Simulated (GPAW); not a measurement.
The Li K edge of atom 1 in Li (Lithium, Im-3m), with 8 Li at 3.04 Å and 6 Li at 3.51 Å (cube and octahedron, as in bcc, site symmetry m-3m), was computed in 2 ways: excited-electron core hole (neutral cell) and no core hole. Program and functional: GPAW, LDA, Gaussian full width 0.9 eV up to 4 eV, rising linearly to 3.5 eV at 25 eV; cells of 1 and 15 atoms (the run without a hole in the smaller).

Each run is counted from its own lowest empty level or Fermi level and scaled to a mean of 1 over its first 20 eV.

```tsv
E (eV)	run 1	run 2
-2.0	0.00	0.00
-1.0	0.01	0.01
0.0	0.95	0.43
1.0	0.87	0.71
2.0	0.58	0.40
3.0	1.25	0.54
4.0	1.35	0.72
5.0	1.61	0.73
6.0	1.42	1.00
7.0	1.39	1.05
8.0	1.62	1.13
9.0	1.56	1.44
10.0	1.20	1.69
11.0	0.97	1.95
12.0	0.70	1.78
13.0	0.48	1.12
14.0	0.43	0.70
15.0	0.59	0.68
16.0	0.78	0.87
17.0	0.79	0.98
18.0	0.73	0.95
19.0	0.69	0.89
20.0	0.68	0.85
21.0	0.69	0.83
22.0	0.66	0.83
23.0	0.62	0.79
24.0	0.57	0.72
25.0	0.56	0.67
26.0	0.57	0.67
27.0	0.58	0.69
28.0	0.56	0.69
29.0	0.52	0.65
30.0	0.48	0.58
31.0	0.45	0.53
32.0	0.42	0.49
```

Q: Which run is which?

Run 1: excited-electron core hole (neutral cell) (area from −2 to 6 eV 7.3, main maxima 0.4 eV (1.32), 5.1 eV (1.62), 8.4 eV (1.67) and 16.6 eV (0.80)). Run 2: no core hole (area from −2 to 6 eV 3.9, main maxima 0.7 eV (0.76), 4.2 eV (0.73), 11.3 eV (1.98) and 17.1 eV (0.98)). With each curve scaled to its own mean, the area from −2 to 6 eV with the hole is 7.3 against 3.9, and the centre of weight from −1 to 20 eV moves by -1.9 eV: the hole pulls the absorber's empty states down.

[Banner, clock and machine lines of the logs are left out without a mark of their own.]

[Logs are printed without paths, hosts, clocks, repeated set-up lines and the standing remarks that a program may print on its own settings, such as how far it seeks lower states.]

[Hosts, paths, dates, database ids (printed as entryN), source tags and the programs' standing remarks are cut or masked in the printed files.]

[Lists of maxima count a maximum above −3 eV only where it reaches 4 % of the highest in the window and stands out from its surroundings by 2 % of it (1.5 % where it reaches 55 %); shoulders and weaker maxima are passed over, and of the rest the first, up to two pre-edge ones and the few strongest are named.]
